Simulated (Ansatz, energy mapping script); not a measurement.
# BaMnO2 in the infinite layer structure: J from the energies of magnetic orders, part 3 of 3

Aim: the exchange couplings of BaMnO2 in the infinite layer structure from the energies of a few collinear orders, and the ordering temperature that they give.

PBEsol with U = 3.8 eV on Mn d, ortho-atomic projectors; plane waves, U on orthogonalised atomic orbitals unless named otherwise, collinear spin, no spin–orbit coupling.

So far. Step 8 (Run 5 (parallel; cell C, 8 atoms)): The run ends ferromagnetic. For each magnetic atom its energy differs from the parallel run of the first cell by 3.03 meV, an error that one common reference would have brought in. Step 9 (Order 6: compensated +−, cell C of 8 atoms): The run ends antiferromagnetic, 33.32 meV a magnetic atom below the parallel order of its cell (energies taken at zero occupation width, not the printed F).

### 10. Parallel start in cell D (8 atoms)

A new cell needs its own zero of energy.

This run holds the same structure in another cell (a 4.121 → 3.714 Å, b 4.121 → 5.827 Å, c 7.429 → 5.827 Å).

Input file input.yaml:

```yaml
crystal:
  lattice:
    - [0.0, 0.0, -3.714479782]
    - [4.120630088, 4.120630088, 0.0]
    - [4.120630088, -4.120630088, 0.0]
  atoms:
    - { symbol: Ba, position: [0.5, 0.5, 0.0] }
    - { symbol: Ba, position: [0.5, 0.0, 0.5] }
    - { symbol: Mn, position: [0.0, 0.0, 0.0], spin: 4.5 }
    - { symbol: Mn, position: [0.0, 0.5, 0.5], spin: 4.5 }
    - { symbol: O, position: [0.0, 0.25, 0.25] }
    - { symbol: O, position: [0.0, 0.75, 0.75] }
    - { symbol: O, position: [0.0, 0.25, 0.75] }
    - { symbol: O, position: [0.0, 0.75, 0.25] }
magnetization:
  spin_polarized: true
kpoints:
  mp_grid: { grid: [10, 6, 6] }
hamiltonian:
  xc: pbesol
  hubbard:
    sites:
      - { species: Mn, l: d, u_eff: 3.8 }
      - { site: 2, l: d, u_eff: 3.8, starting_ns: [{ spin: up, occupation_matrix: mn2_major }, { spin: down, occupation_matrix: mn2_minor }] }
      - { site: 3, l: d, u_eff: 3.8, starting_ns: [{ spin: up, occupation_matrix: mn2_major }, { spin: down, occupation_matrix: mn2_minor }] }
    projectors: ortho-atomic
    occupation_matrices:
      mn2_major:
        matrix:
          - [0.954, 0.0, 0.0, 0.0, 0.0]
          - [0.0, 0.996, 0.0, 0.0, 0.0]
          - [0.0, 0.0, 0.996, 0.0, 0.0]
          - [0.0, 0.0, 0.0, 0.906, 0.0]
          - [0.0, 0.0, 0.0, 0.0, 0.998]
      mn2_minor:
        matrix:
          - [0.101, 0.0, 0.0, 0.0, 0.0]
          - [0.0, 0.047, 0.0, 0.0, 0.0]
          - [0.0, 0.0, 0.047, 0.0, 0.0]
          - [0.0, 0.0, 0.0, 0.171, 0.0]
          - [0.0, 0.0, 0.0, 0.0, 0.074]
scf:
  occupations: { method: fermi_dirac, width: 0.05 }
output:
  eigenvalues: true
```

On the command line:

```
$ ansatz run input.yaml --threads 4 --pin off --max-ram 8192MiB --backend cpu --events-out ev --progress --plain --runs-dir out
```

Numbers of over 12 decimals in the logs are rounded to 6 here.

The program printed:

```text
[...]
Crystal: 8 atoms, lattice volume = 126.141 Å³
Basis set: ecut = 420 eV, 2449 PW (Γ)
Bands: 50, of which v1, the nominal top of the filled ones, is band 37 counted from 1 (36 counted from 0)
Symmetry: 32 space group operations
[...]
k-points: 60 of 360
[...]
Starting moments: Σ|m| = 9 μB on 2 of 8 sites
[...]
k-point 0 ↑: bands = [... 33 lower, 8.3476, 8.4014, 8.6101, 8.8457, 8.8457, 9.0102, 9.0102, 9.2024, ... 9 higher]
  k-point 1 ↑: bands = [... 33 lower, 8.3317, 8.4410, 8.5863, 8.7709, 8.8227, 8.8258, 9.1404, 9.1702, ... 9 higher]
  k-point 2 ↑: bands = [... 33 lower, 8.5259, 8.5397, 8.5717, 8.5730, 8.5926, 8.7566, 8.9840, 9.7670, ... 9 higher]
  k-point 59 ↓: bands = [... 33 lower, 12.5304, 13.5202, 13.5202, 13.5986, 13.5986, 14.1660, 14.1660, 14.4244, ... 9 higher]
Occupation matrices written to <dir>
[key lines of the parts left out:]
SCF converged after 14 iterations
Magnetization: 8.9492 μB (41.4746 up, 32.5254 down)
Free energy (F): -21709.004847 eV
Fermi energy:    11.006618 eV
```

Wall time 20 s (4 threads of Arm Neoverse V2, shared host); peak memory 0.92 GiB; 75 s of CPU time.

The run ends ferromagnetic. For each magnetic atom its energy differs from the parallel run of the first cell by -5.72 meV, an error that one common reference would have brought in.

### 11. Run 8 (compensated +−; cell D, 8 atoms)

This order reverses 0 of the 2 neighbours at 3.71 Å, 4 of the 4 neighbours at 4.12 Å and 8 of the 8 neighbours at 5.55 Å, counted for an average magnetic atom.

Edit input.yaml of step 10 so:

```diff
@@ -9,3 +9,3 @@
     - { symbol: Mn, position: [0.0, 0.0, 0.0], spin: 4.5 }
-    - { symbol: Mn, position: [0.0, 0.5, 0.5], spin: 4.5 }
+    - { symbol: Mn, position: [0.0, 0.5, 0.5], spin: -4.5 }
     - { symbol: O, position: [0.0, 0.25, 0.25] }
@@ -24,3 +24,3 @@
       - { site: 2, l: d, u_eff: 3.8, starting_ns: [{ spin: up, occupation_matrix: mn2_major }, { spin: down, occupation_matrix: mn2_minor }] }
-      - { site: 3, l: d, u_eff: 3.8, starting_ns: [{ spin: up, occupation_matrix: mn2_major }, { spin: down, occupation_matrix: mn2_minor }] }
+      - { site: 3, l: d, u_eff: 3.8, starting_ns: [{ spin: up, occupation_matrix: mn2_minor }, { spin: down, occupation_matrix: mn2_major }] }
     projectors: ortho-atomic
```

The program printed:

```text
[...]
Crystal: 8 atoms, lattice volume = 126.141 Å³
Basis set: ecut = 420 eV, 2449 PW (Γ)
Bands: 50, of which v1, the nominal top of the filled ones, is band 37 counted from 1 (36 counted from 0)
Symmetry: 16 space group operations
[...]
k-points: 60 of 360
[...]
Starting moments: Σ|m| = 9 μB on 2 of 8 sites
[...]
k-point 1 ↑: bands = [... 33 lower, 8.9950, 9.1047, 9.3188, 10.5008, 10.5125, 12.7600, 14.1129, 14.1557, ... 9 higher]
  k-point 2 ↑: bands = [... 33 lower, 8.7757, 8.9999, 9.1788, 10.7310, 10.9374, 12.9779, 14.0605, 14.1852, ... 9 higher]
  k-point 59 ↓: bands = [... 33 lower, 9.0007, 9.0164, 9.0164, 9.9269, 12.7655, 13.3910, 13.3910, 13.7569, ... 9 higher]
Occupation matrices written to <dir>
[key lines of the parts left out:]
SCF converged after 16 iterations
Magnetization: 0.0000 μB (37.0000 up, 37.0000 down)
Free energy (F): -21708.716530 eV
Fermi energy:    10.802266 eV
```

The job ended after 11 s (4 threads; peak memory 0.89 GiB).

The run ends antiferromagnetic, 144.83 meV a magnetic atom above the parallel order of its cell (energies taken at zero occupation width, not the printed F).

### 12. Mapping onto a Heisenberg model

Each energy difference is a sum of couplings weighted by the pairs that the order reverses. A few near shells are fitted to the differences by least squares. Energies are those extrapolated to zero occupation width, not the free energies F.

Energies from the parallel order of the same cell:

| order | atoms | energy (meV a magnetic atom) | moments (μB) | moments kept as typed | opposed neighbours at 3.71, 4.12, 5.55 Å |
| --- | --- | --- | --- | --- | --- |
| parallel in cell A | 8 | 0.00 | 3.85 | yes | 0, 0, 0 |
| compensated +− in cell A | 8 | 85.55 | 3.89 | yes | 2, 2, 4 |
| parallel in cell B | 8 | 0.00 | 3.85 | yes | 0, 0, 0 |
| compensated +− in cell B | 8 | 96.78 | 3.86 | yes | 0, 2, 4 |
| parallel in cell C | 8 | 0.00 | 3.86 | yes | 0, 0, 0 |
| compensated +− in cell C | 8 | -33.32 | 3.89 | yes | 2, 0, 8 |
| parallel in cell D | 8 | 0.00 | 3.82 | yes | 0, 0, 0 |
| compensated +− in cell D | 8 | 144.83 | 3.89 | yes | 0, 4, 8 |

The Heisenberg fit (each pair counts twice, positive J is ferromagnetic):

| pair | distance (Å) | neighbours | J (meV) |
| --- | --- | --- | --- |
| Mn–Mn | 3.71 | 2 | 2.06 |
| Mn–Mn | 4.12 | 4 | 24.5 |
| Mn–Mn | 5.55 | 8 | -2.60 |

These orders cannot tell some unfitted shells from fitted ones: the value at 4.12 Å holds J(4.12) + 2 J(8.50); other unfitted shells add to the values wholly or in part.

Adding the shell at 5.83 Å gives -2.8, 21, -1.4 and 3.0 meV, an exact solve that tests nothing.

Limits of this fit: it misses the energies by up to 19 meV, so no temperature is drawn.

### 13. Summary of results

* lowest order tried: compensated +− in cell C
* largest fitted value (a combination of shells), Mn–Mn at 4.12 Å: 24.5 meV

What this shows: Of the orders tried, BaMnO2 in the infinite layer structure prefers the order “compensated +− in cell C” under PBEsol+U (3.8 eV), with 2 of 2 neighbours at 3.71 Å, 0 of 4 neighbours at 4.12 Å and 8 of 8 neighbours at 5.55 Å opposed. The largest fitted value is 25 meV, at 4.12 Å. It is a combination of shells that these orders cannot split, so neither its size nor its sign can be laid on that pair alone. The orders also reverse pairs at 5.83 and 6.91 Å, which are not fitted, so the fitted values hold their part too. No fitted order reverses the pairs at 7.43 Å, so their coupling is unknown and is set to zero in the model. With 4 differences for 3 couplings the fit misses by 19 meV at most, which is not small: farther shells, terms beyond the Heisenberg form or the mesh can cause that. In the fitted orders moments change by up to 1.9 % against the parallel run of the same cell, so their size stays put. Every order is gapless on its mesh at this level. In a metal exchange reaches farther, and a short model of fixed moments is less apt; where the compound is in fact an insulator, these couplings come from a wrongly metallic state. The cell was built from a prototype and relaxed; a distortion that needs a larger cell, or another structure that the compound may prefer, is not captured.

27 further runs of the session are left out of this account and of its counts and ranges: runs hit by known faults of a program or its files, repeats, responses too ill-conditioned to give a U, cells squeezed past sense, harmless faults, or fits whose shells could not be counted again from the structure.

[Logs and program files are shortened in this print: banners, set-up blocks, solver, clock and traceback lines can be left out without a mark of their own.]

[Logs are printed without paths, hosts, clocks, repeated set-up lines and the standing remarks that a program may print on its own settings, such as how far it seeks lower states.]

[Hosts, paths, dates, database ids (printed as entryN), source tags and the programs' standing remarks are cut or masked in the printed files.]

[Where a cell is said to come from a database of computed structures, the database is the Materials Project.]
